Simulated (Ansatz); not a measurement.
# GeH5CBr3N2 (CH(NH2)2GeBr3): band gap by G0W0 on PBE, part 2 of 3

Aim: the quasiparticle gap of GeH5CBr3N2 (CH(NH2)2GeBr3), starting from PBE.

Ansatz 0.2.0; PBE, then G0W0 on it, plane waves, PAW. Known limits of the many-body steps: finite bands, screening cutoff and k mesh; no spin-orbit coupling in G0W0.

So far. Step 2 (Relaxation): The program's warnings for this run: band table not solved further; dispersion switch in reach.

The structure was built from a prototype and need not be the compound's stable phase.

## 3. The PBE band structure

Levels along a band path and on the mesh show where this functional puts the band edges.

This step: DFT, PBE, plane waves, PAW; PAW set soft_1.

File input.yaml:

```yaml
crystal:
  lattice:
    - [5.9391948117, -0.0595617958, 0.4977235936]
    - [-0.0595617958, 5.8618311573, 0.0555080471]
    - [0.4977235936, 0.0555080471, 5.9358539308]
  atoms:
    - { symbol: C, position: [-0.0282097529, 0.9336048226, 0.0277765727] }
    - { symbol: H, position: [-0.09429818, 0.7665189356, 0.0936635303] }
    - { symbol: "N", position: [0.8808375156, 0.027105022, 0.863711942] }
    - { symbol: "N", position: [0.1362153539, 0.0268250514, 0.118589968] }
    - { symbol: H, position: [0.7547376751, 0.9432008455, -0.2003769383] }
    - { symbol: H, position: [0.20025202, 0.9427904704, 0.244529105] }
    - { symbol: H, position: [0.9360708792, 0.1810852635, 0.7875393173] }
    - { symbol: H, position: [0.2124702223, 0.1808465556, 1.0635853828] }
    - { symbol: Ge, position: [0.4752761125, 0.5297811285, 0.5241445256] }
    - { symbol: Br, position: [0.4690200572, 0.5099244935, -0.048610243] }
    - { symbol: Br, position: [0.508229185, -0.0363100272, 0.4917525963] }
    - { symbol: Br, position: [0.0482669867, 0.50987784, 0.5307573537] }
kpoints:
  mp_grid: { grid: [4, 4, 4] }
  band_path:
    path:
      - [[0.0, 0.0, 0.0], [0.5, 0.0, 0.0], [0.5, 0.5, 0.0], [0.0, 0.0, 0.0], [0.5, 0.5, 0.5], [0.5, 0.0, 0.0]]
      - [[0.5, 0.5, 0.0], [0.5, 0.5, 0.5]]
    npoints: 10
hamiltonian:
  xc: pbe
  pseudopotentials: { kind: paw, azcp: { folder: soft_1 } }
scf:
  occupations: { method: fermi_dirac, width: 0.02 }
  n_extra_bands: 8
output:
  eigenvalues: true
  forces: true
  stress: true
  write_density: true
  write_potential: true
  elf: true
  volumetric_format: npy
```

On the command line:

```sh
ansatz run input.yaml --threads 2 --pin off --max-ram 92160MiB --backend cuda --events-out ev --progress --plain --runs-dir out --devices 1 --max-vram 13GiB
```

Numbers of over 12 decimals in the logs are rounded to 6 here.

The log of the run:

```text
[...]
GPUs: using 1 of 1 available (devices: 1).
[...]
GPU FFT provider: cuFFT
GPU libraries: cuBLAS 13.8.2, cuFFT 12.4.0, cuSOLVER 12.3.4
Crystal: 12 atoms, lattice volume = 205.159 Å³
Basis set: ecut = 420 eV, 3999 PW (Γ), exchange–correlation on 80×80×80 points (8 copies of the dense FFT grid, shifted against one another)
Bands: 35, of which v1, the nominal top of the filled ones, is band 27 counted from 1 (26 counted from 0)
Symmetry: 1 space group operations
[...]
k-points: 36 of 64 (time reversal used)
[...]
GPU buffer pool allocated for 64000 grid points (all kernels)
[...]
SCF iter   1: F=—  HF=-13750.869811 eV  |F-HF|=—  |Δ(HF+E_count)|=         —  Δρ=7.18e-2  dr2=9.48e0  ethr=3.10e-3  ⟨swp⟩=7.5  Hψ=5929  notcnv=0
[...]
SCF iter  10: F=-13747.941167 eV  HF=-13747.941167 eV  |F-HF|=8.01e-8  |Δ(HF+E_count)|=   6.03e-8  Δρ=5.95e-6  dr2=8.63e-8  ethr=1.85e-10  ⟨swp⟩=18.3  Hψ=12029  notcnv=0
SCF 1 converged in 10 iterations: F = -13747.941167 eV  dr2 = 8.63e-8
[...]
NSCF: frozen V_eff on 62 k-points
SCF converged after 10 iterations
Free energy (F): -13747.941167 eV
[...]
Internal energy: -13747.941167 eV  (E = F + TS)
E sigma→0 (E₀):  -13747.941167 eV
Fermi energy:    3.089899 eV
[...]
--- Forces (eV/Å), atoms counted from 1 ---
  atom   1  C     -0.00059249     0.02182483    -0.00020115
  atom   2  H      0.00129354     0.00564048    -0.00171889
  atom   3  N      0.00386980    -0.00690169     0.01015791
  atom   4  N     -0.00888026    -0.00768459    -0.00009956
  atom   5  H      0.00188844     0.00282034     0.00135716
  atom   6  H     -0.00151642     0.00320533    -0.00308122
  atom   7  H     -0.00025766    -0.00162385     0.00399959
  atom   8  H     -0.00269762    -0.00064603    -0.00023194
  atom   9  Ge    -0.00047837    -0.00694062     0.00104616
  atom  10  Br     0.00126078    -0.00195708    -0.00997584
  atom  11  Br    -0.00411106    -0.00604258     0.00035964
  atom  12  Br     0.01027225    -0.00169251    -0.00158620
  max |Σ_I F_I| component: 5.09e-5 eV/Å
--- Stress (GPa, compression-positive) ---
        1.050785      -0.020992      -0.041134
       -0.020991       1.043282       0.025693
       -0.041134       0.025694       1.051471
  P = ⅓ Tr σ = 1.0485 GPa (10.485 kbar)
--- Band table (eV; the first three rows and the last of 36) ---
  k-point 0: bands = [... 23 lower, 0.3199, 0.4651, 0.4843, 0.9200, 5.3625, 6.3427, 7.0247, 7.3390, ... 4 higher]
  k-point 1: bands = [... 23 lower, 0.3065, 0.3996, 0.5245, 0.9146, 5.3859, 5.9026, 6.7633, 7.1339, ... 4 higher]
  k-point 2: bands = [... 23 lower, 0.3423, 0.4239, 0.5655, 0.9590, 4.7902, 5.4002, 7.0207, 7.1100, ... 4 higher]
  k-point 35: bands = [... 23 lower, 0.6784, 0.7970, 0.7982, 2.0163, 4.1636, 4.2720, 4.4256, 5.3789, ... 4 higher]
```

It took 9 s on 1 × NVIDIA H100 80GB HBM3 (shared by 6 runs) with 2 threads of AMD EPYC 7R13 (Zen 3), shared host; peak memory 1.1 GiB; 7 s of CPU time.

This step gave:

- pressure: 1.049 GPa
- filled bands: 27
- gap: 2.147 eV
- valence top at: R
- conduction bottom at: R
- least direct gap: 2.147 eV

Over mesh and path the gap is 2.147 eV, direct, at k = (0.500, 0.500, 0.500).

Electronic bands along the path, in eV, zero at the top of the highest nominally filled band:

| point | band 24 | band 25 | band 26 | band 27 | band 28 | band 29 | band 30 | band 31 |
| --- | --- | --- | --- | --- | --- | --- | --- | --- |
| Γ | -1.70 | -1.55 | -1.53 | -1.10 | 3.35 | 4.33 | 5.01 | 5.32 |
| halfway | -1.71 | -1.62 | -1.49 | -1.10 | 3.37 | 3.89 | 4.75 | 5.12 |
| X | -1.67 | -1.59 | -1.45 | -1.06 | 2.78 | 3.38 | 5.01 | 5.10 |
| halfway | -1.68 | -1.50 | -1.43 | -0.84 | 2.62 | 3.42 | 3.84 | 4.91 |
| M | -1.70 | -1.52 | -1.25 | -0.41 | 2.44 | 2.56 | 3.47 | 4.83 |
| halfway | -1.78 | -1.51 | -1.49 | -0.94 | 3.40 | 3.72 | 4.00 | 4.99 |
| Γ | -1.70 | -1.55 | -1.53 | -1.10 | 3.35 | 4.33 | 5.01 | 5.32 |
| halfway | -1.61 | -1.52 | -1.38 | -0.75 | 3.34 | 3.45 | 3.81 | 3.98 |
| R | -1.34 | -1.22 | -1.22 | 0.00 | 2.15 | 2.26 | 2.41 | 3.36 |
| halfway | -1.50 | -1.42 | -1.29 | -0.70 | 2.51 | 3.38 | 3.65 | 3.72 |
| X | -1.67 | -1.59 | -1.45 | -1.06 | 2.78 | 3.38 | 5.01 | 5.10 |
| jump to M | -1.70 | -1.52 | -1.25 | -0.41 | 2.44 | 2.56 | 3.47 | 4.83 |
| halfway | -1.48 | -1.36 | -1.25 | -0.27 | 2.32 | 2.42 | 3.37 | 3.61 |
| R | -1.34 | -1.22 | -1.22 | 0.00 | 2.15 | 2.26 | 2.41 | 3.36 |

Valence density in the ac plane at fractional y = 0.934, with atoms of C and H and Br within 0.2 Å of it. It is the smooth field of the valence electrons, not physical close to the nuclei.

Ten even steps from '0' (0.0 e/Å³) to '9' (1.9 e/Å³), each cell a mean:
```
63210000000002589
41000000000025797
20000000000149885
10000000000036432
00000001110001110
00000023432100000
00000135554200000
00000145125310000
00000135335410000
00000024565310000
00110001232100000
01473000010000000
24794100000000011
57983100000000134
99862000000000258
87531000000001378
```
Columns run along a (6.0 Å), rows up along c (6.0 Å). Atoms in or near the plane, at fractional coordinates: C at (0.97, 0.03), H at (0.75, 0.80), H at (0.20, 0.24), Br at (0.51, 0.49).

Electrostatic potential energy in the ac plane at fractional y = 0.934, with atoms of C and H and Br within 0.2 Å of it. With pseudopotentials it is smooth inside the atoms' cores, unlike the true potential.

Ten even steps from '0' (-54 eV) to '9' (7 eV), each cell a mean:
```
26899999999998752
78999999999987546
99999999999844557
99999999999854789
99999999999988999
99999987678999999
99999973125899999
99999960002799999
99999972001799999
99999986325899999
99878999878999999
99735999999999999
87646999999999999
65468999999999875
15569999999999730
04889999999999720
```
Columns run along a (6.0 Å; values clipped at the 3rd and 97th percentile), rows up along c (6.0 Å). Atoms in or near the plane, at fractional coordinates: C at (0.97, 0.03), H at (0.75, 0.80), H at (0.20, 0.24), Br at (0.51, 0.49).

## 4. One-shot GW

G0W0 replaces the xc potential by a self-energy built once from the orbitals of the start. Levels are corrected in the window of bands that the input names, at points of the mesh.

This step: G0W0 on PBE, plane waves, PAW; PAW set soft_1.

input.yaml, the sections that differ from step 3:

```yaml
kpoints:
  mp_grid: { grid: [4, 4, 4] }
scf:
  occupations: { method: fixed }
gw:
  n_empty_bands: 690
  ecut_chi: 130.0
  qp_bands: [v4, c4]
  qp_kpoints: band_edges
  screening: { model: contour_deformation }
# crystal, hamiltonian: as in step 3
# output: removed
```

The log of the run:

```text
GPUs: using 1 of 1 available (devices: 1).
[...]
GPU FFT provider: cuFFT
GPU libraries: cuBLAS 13.8.2, cuFFT 12.4.0, cuSOLVER 12.3.4
Crystal: 12 atoms, lattice volume = 205.159 Å³
Basis set: ecut = 420 eV, 3999 PW (Γ)
Bands: 39, of which v1, the nominal top of the filled ones, is band 27 counted from 1 (26 counted from 0)
Symmetry: 1 space group operations
[...]
k-points: 36 of 64 (time reversal used)
[...]
GPU buffer pool allocated for 64000 grid points (all kernels)
[...]
SCF iter   1: F=—  HF=-13750.871479 eV  |F-HF|=—  |Δ(HF+E_count)|=         —  Δρ=7.18e-2  dr2=9.49e0  ethr=3.10e-3  ⟨swp⟩=4.5  Hψ=5157  notcnv=0  defer=345
[...]
SCF iter  10: F=-13747.941353 eV  HF=-13747.941353 eV  |F-HF|=7.06e-8  |Δ(HF+E_count)|=   2.84e-8  Δρ=3.85e-6  dr2=4.13e-8  ethr=1.85e-10  ⟨swp⟩=11.4  Hψ=8070  notcnv=0
SCF 1 converged in 10 iterations: F = -13747.941353 eV  dr2 = 4.13e-8
[...]
the band table was solved once the SCF had ended and its energy, with any forces and stress, was formed, with the checks that follow a solve (5976 applications of the Hamiltonian). They found nothing against the state; the energy, forces and stress were not computed again (output.eigenvalues in the input reference)
[...]
G₀W₀ screening: q 1/36
[... further progress lines ...]
SCF converged after 10 iterations
Free energy (F): -13747.941353 eV
[...]
Internal energy: -13747.941353 eV  (E = F + TS)
E sigma→0 (E₀):  -13747.941353 eV
Fermi energy:    2.016341 eV
[...]
--- Band table (eV; the first three rows and the last of 36) ---
  k-point 0: bands = [... 23 lower, 0.3199, 0.4651, 0.4843, 0.9200, 5.3625, 6.3427, 7.0247, 7.3390, ... 8 higher]
  k-point 1: bands = [... 23 lower, 0.3065, 0.3996, 0.5245, 0.9146, 5.3859, 5.9026, 6.7633, 7.1339, ... 8 higher]
  k-point 2: bands = [... 23 lower, 0.3423, 0.4239, 0.5655, 0.9590, 4.7902, 5.4002, 7.0206, 7.1100, ... 8 higher]
  k-point 35: bands = [... 23 lower, 0.6784, 0.7970, 0.7982, 2.0163, 4.1635, 4.2720, 4.4256, 5.3790, ... 8 higher]
--- G₀W₀: contour deformation, 6 samples at zero and on the imaginary axis and 2 off it, 64 q-points, 690 empty bands' worth ---
  eigenvalues of the whole cell's RPA ε∞ on this k-mesh (on a slab, of 1 + 4πα/V) = 3.3158, 4.0683, 4.0932; static W/v taken at q = 0 is 0.262128
  gw.qp_kpoints: band_edges: 24 of 36 stored k-points solved, in 2 passes; an edge of the gap read off the rows below is read off those points alone
    valence top: of the k-points left out ik 23 came nearest to being solved in a further pass, in band 27 (counted from 1, as in the quasiparticle table): it holds the edge there only if its correction is more favourable than any solved in that band by at least 0.754 eV; those differ by 0.288 eV
    conduction bottom: of the k-points left out ik 23 came nearest to being solved in a further pass, in band 29 (counted from 1, as in the quasiparticle table): it holds the edge there only if its correction is more favourable than any solved in that band by at least 1.279 eV; those differ by 1.118 eV
    ik  band        ε_KS         Σx   Σc(E_QP)       V_xc       Z   E_QP_lin       E_QP  E_QP is
     0    24      0.3199   -19.2803     2.5949   -15.4087  0.7469    -1.0075    -0.9569  root
     0    25      0.4651   -19.3384     2.5806   -15.4592  0.7494    -0.8844    -0.8335  root
     0    26      0.4843   -19.2900     2.5664   -15.4291  0.7492    -0.8607    -0.8103  root
     0    27      0.9200   -19.1350     2.2663   -15.6642  0.7516    -0.3254    -0.2846  root
     0    28      5.3625    -8.6568    -4.0561   -14.1582  0.7823     6.8521     6.8078  root
     0    29      6.3427    -5.3086    -3.6001    -9.4533  0.8135     6.8924     6.8872  root
     0    30      7.0247    -8.6787    -4.3097   -13.6125  0.7468     7.6656     7.6487  root
     0    31      7.3390    -9.2668    -4.5564   -14.4334  0.7220     7.9684     7.9492  root
     2    24      0.3423   -19.2903     2.6001   -15.3921  0.7495    -1.0066    -0.9558  root
     2    25      0.4239   -19.1288     2.6175   -15.2040  0.7475    -0.9378    -0.8835  root
     2    26      0.5655   -19.4798     2.5854   -15.6074  0.7507    -0.7699    -0.7215  root
     2    27      0.9590   -18.1847     1.6954   -15.4240  0.7564    -0.1347    -0.1062  root
     2    28      4.7902    -8.4608    -3.5415   -12.5084  0.7806     5.3007     5.2961  root
     2    29      5.4002    -8.9307    -4.1046   -14.5107  0.7802     6.9229     6.8756  root
     2    30      7.0206    -8.9021    -4.3288   -13.8578  0.7444     7.6636     7.6474  root
     2    31      7.1100    -8.6384    -4.2981   -13.5237  0.7419     7.7116     7.6971  root
     5    24      0.3369   -19.1612     2.5614   -15.3126  0.7492    -1.0008    -0.9503  root
     5    25      0.5216   -19.4468     2.6191   -15.5384  0.7498    -0.8172    -0.7678  root
     5    26      0.5903   -19.3129     2.5487   -15.4696  0.7503    -0.7543    -0.7044  root
     5    27      1.1787   -17.9841     1.5017   -15.4554  0.7603     0.1275     0.1516  root
     5    28      4.6369    -8.3756    -3.4761   -12.3392  0.7831     5.1284     5.1244  root
     5    29      5.4368    -9.0741    -4.1265   -14.6998  0.7788     6.9857     6.9360  root
     5    30      5.8560    -9.0233    -3.8691   -13.4460  0.7652     6.4175     6.4096  root
     5    31      6.9167    -8.6735    -4.2189   -13.4923  0.7487     7.5304     7.5165  root
     7    24      0.4094   -19.0480     2.6471   -15.0824  0.7474    -0.9640    -0.9092  root
     7    25      0.4182   -19.2153     2.4054   -15.5859  0.7491    -0.8508    -0.8058  root
     7    26      0.7653   -20.2589     2.5910   -16.4170  0.7540    -0.5266    -0.4855  root
     7    27      1.2659   -18.3497     1.6262   -15.6657  0.7596     0.1820     0.2081  root
     7    28      4.8053    -8.5863    -3.5672   -12.6576  0.7796     5.3139     5.3093  root
     7    29      5.5326    -9.2594    -4.2089   -15.0288  0.7764     7.1492     7.0931  root
     7    30      6.7975    -8.1716    -4.0992   -12.8834  0.7570     7.4238     7.4100  root
     7    31      7.1901    -5.8435    -3.8737   -10.3091  0.7889     7.7913     7.7819  root
     8    24      0.3527   -19.1089     2.5476   -15.2837  0.7483    -0.9752    -0.9248  root
     8    25      0.5090   -19.2885     2.5921   -15.4007  0.7493    -0.8375    -0.7868  root
     8    26      0.7296   -19.9416     2.5637   -16.1133  0.7531    -0.5787    -0.5350  root
     8    27      1.3792   -18.1226     1.4487   -15.6550  0.7623     0.3376     0.3603  root
     8    28      4.6693    -8.4958    -3.5087   -12.4922  0.7819     5.1611     5.1570  root
     8    29      5.4807    -9.1111    -4.1211   -14.6656  0.7771     6.9603     6.9141  root
     8    30      5.7080    -8.9045    -3.8515   -13.4190  0.7691     6.3815     6.3708  root
     8    31      6.9637    -8.8416    -4.2574   -13.6996  0.7446     7.5788     7.5644  root
[...]
34    28      4.3363    -8.2620    -3.3814   -12.1020  0.7881     4.7983     4.7949  root
    34    29      4.4318    -8.0459    -3.4093   -11.9115  0.7857     4.8915     4.8881  root
    34    30      5.3834    -8.9137    -4.0273   -14.2675  0.7794     6.7478     6.7100  root
    34    31      5.6275    -8.9834    -3.8393   -13.5511  0.7716     6.3681     6.3558  root
    35    24      0.6784   -19.6503     2.4964   -15.8760  0.7538    -0.6449    -0.5996  root
    35    25      0.7970   -19.6162     2.5231   -15.8013  0.7524    -0.5422    -0.4949  root
    35    26      0.7982   -19.3677     2.4978   -15.5818  0.7513    -0.5384    -0.4899  root
    35    27      2.0163   -17.5675     0.8859   -15.7649  0.7706     1.0854     1.0997  root
    35    28      4.1635    -8.1831    -3.3506   -11.9974  0.7913     4.6305     4.6272  root
    35    29      4.2720    -7.8269    -3.3713   -11.6405  0.7880     4.7175     4.7144  root
    35    30      4.4256    -8.2373    -3.3708   -12.0578  0.7866     4.8785     4.8753  root
    35    31      5.3790    -8.9709    -4.1178   -14.5878  0.7795     6.9273     6.8781  root
```

The job ended after 5.4 min (1 × NVIDIA H100 80GB HBM3 (shared by 6 runs) with 2 threads; peak memory 5.6 GiB).

This step gave:

```yaml
bands_summed: 717
rpa_eps_infinity_on_this_mesh_eigenvalues: 3.316, 4.068, 4.093
plane_waves_in_the_screening_matrix: 695
q_points_in_the_mesh: 64
g0w0_gap_over_the_corrected_points: 3.527 eV
k_of_the_valence_top: -0.5, -0.5, -0.5
k_of_the_conduction_bottom: -0.5, -0.5, -0.5
starting_gap_on_the_mesh: 2.147 eV
z_at_the_valence_top: 0.7706
z_at_the_conduction_bottom: 0.7913
least_direct_g0w0_gap_over_the_corrected_points: 3.527 eV
```

Over 24 of 36 irreducible mesh points the G0W0 gap is 3.527 eV, direct, at k = (-0.500, -0.500, -0.500). The PBE gap of this run on the mesh is 2.147 eV. The two states that bound the G0W0 gap lie that far apart at the start, so the correction of the gap is 3.527 − 2.147 = +1.380 eV.

Labels follow the order of the start: v1 is the top filled band, c1 the lowest empty one; levels that stay degenerate share a row, the window can cut a multiplet, doubted levels are not marked in this list, bands outside the window were not corrected, and the list may be a part of the corrected levels. The levels before and after the correction (eV, zero at the valence-band top of each column):

|  | conduction bottom | valence top |
| --- | --- | --- |
| Kohn-Sham | 2.15 | 0.00 |
| G0W0 | 3.53 | 0.00 |

|  | level | occupation | energy (eV) |
| --- | --- | --- | --- |
| Kohn-Sham | (-0.5 -0.5 -0.5) v4 | 2 | -1.338 |
| Kohn-Sham | (-0.5 -0.5 -0.5) v3 | 2 | -1.219 |
| Kohn-Sham | (-0.5 -0.5 -0.5) v2 | 2 | -1.218 |
| Kohn-Sham | (-0.5 -0.5 -0.5) v1 | 2 | 0.000 |
| Kohn-Sham | (-0.5 -0.5 -0.5) c1 | 0 | 2.147 |
| Kohn-Sham | (-0.5 -0.5 -0.5) c2 | 0 | 2.256 |
| Kohn-Sham | (-0.5 -0.5 -0.5) c3 | 0 | 2.409 |
| Kohn-Sham | (-0.5 -0.5 -0.5) c4 | 0 | 3.363 |
| G0W0 | (-0.5 -0.5 -0.5) v4 | 2 | -1.699 |
| G0W0 | (-0.5 -0.5 -0.5) v3 | 2 | -1.595 |
| G0W0 | (-0.5 -0.5 -0.5) v2 | 2 | -1.590 |
| G0W0 | (-0.5 -0.5 -0.5) v1 | 2 | 0.000 |
| G0W0 | (-0.5 -0.5 -0.5) c1 | 0 | 3.527 |
| G0W0 | (-0.5 -0.5 -0.5) c2 | 0 | 3.615 |
| G0W0 | (-0.5 -0.5 -0.5) c3 | 0 | 3.776 |
| G0W0 | (-0.5 -0.5 -0.5) c4 | 0 | 5.778 |

The parts of the quasiparticle energy for the two states that bound the G0W0 gap, in eV on the run's own scale (QP = start + Σx + Σc − Vxc, with Σc at the quasiparticle energy):

| edge | k | band | start | Σx | Σc | Vxc | Z | QP |
| --- | --- | --- | --- | --- | --- | --- | --- | --- |
| valence top | (-0.500, -0.500, -0.500) | 27 | 2.016 | −17.567 | 0.886 | −15.765 | 0.771 | 1.100 |
| conduction bottom | (-0.500, -0.500, -0.500) | 28 | 4.163 | −8.183 | −3.351 | −11.997 | 0.791 | 4.627 |

(Part 2 of 3 ends here.)

[Paths, hosts, dates, memory and timing lines, banners, echoed tables and standing remarks are left out of the program output.]

[Logs are printed without paths, hosts, clocks, repeated set-up lines and the standing remarks that a program may print on its own settings, such as how far it seeks lower states.]

[Runs of the session that timed out or met a known fault of the program may be left out.]

[Cells called generated may have been cut or substituted from an entry of the Crystallography Open Database or the Materials Project.]

[Hosts, paths, dates, database ids (printed as entryN), source tags and the programs' standing remarks are cut or masked in the printed files.]

[Where an RPA ε∞ is given, it is that of the G0W0 mesh and is not shown converged in it. Names of k-points follow the symmetry that the program found, which can be lower than the space group named. Band edges on a path are those of the sampled points; other points can move an edge, and change direct to indirect where valleys lie close.]

[Hybrid gaps are those of their k-mesh and are not shown converged in it.]
